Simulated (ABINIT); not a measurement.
Planning a run of ABINIT 10.8.3 on Cs2InAgCl6 (Fm-3m). The input:

```
acell 3*1.0 Angstrom
rprim 
  0.000000000000 5.234500000000 5.234500000000
  5.234500000000 0.000000000000 5.234500000000
  5.234500000000 5.234500000000 0.000000000000
ntypat 4
znucl 55 49 47 17
natom 10
typat 1 1 2 3 4 4 4 4 4 4
xred 
  0.250000000000 0.250000000000 0.250000000000
  0.750000000000 0.750000000000 0.750000000000
  0.000000000000 0.000000000000 0.000000000000
  0.500000000000 0.500000000000 0.500000000000
  0.760210000000 0.239790000000 0.239790000000
  0.239790000000 0.760210000000 0.239790000000
  0.239790000000 0.760210000000 0.760210000000
  0.760210000000 0.239790000000 0.760210000000
  0.239790000000 0.239790000000 0.760210000000
  0.760210000000 0.760210000000 0.239790000000
pp_dirpath "pseudos"
pseudos "Cs.upf, In.upf, Ag.upf, Cl.upf"
ecut 37
ngkpt 2 2 2
nshiftk 1
shiftk 0 0 0
kptopt 1
chksymbreak 0
istwfk *1
occopt 1
irdwfk 1
optdriver 3
nband 262
ecuteps 4.5
inclvkb 2
awtr 1
symchi 1
gwcalctyp 2
nfreqre 16
freqremax 40 eV
nfreqim 8
spmeth 1
nomegasf 120
indata_prefix "in"
outdata_prefix "out"
tmpdata_prefix "tmp"
```

```sh
OMP_NUM_THREADS=1 mpirun -n 8 abinit run.abi > log
```

Question: Estimate wall time and host memory on 8 MPI ranks of Intel Xeon Platinum 8488C (Sapphire Rapids), shared host.

It took 7 min; on shared hardware allow 3.5 min to 14 min. Peak host memory was 20 GiB.

[Paths, hosts, dates, memory and timing lines, banners, echoed tables and standing remarks are left out of the program output.]

[Logs are printed without paths, hosts, clocks, repeated set-up lines and the standing remarks that a program may print on its own settings, such as how far it seeks lower states.]

[Runs of the session that timed out or met a known fault of the program may be left out.]

[Hosts, paths, dates, database ids (printed as entryN), source tags and the programs' standing remarks are cut or masked in the printed files.]

[G0W0 gaps are taken among the corrected bands and points alone; a level outside them can change the order at an edge.]

[Where Ansatz stands beside ABINIT at settings called matched, ABINIT's density can come from a denser mesh and the files from another edition; pairs whose starting gaps differed by over 0.03 eV were left out, so agreement reads better than it is.]
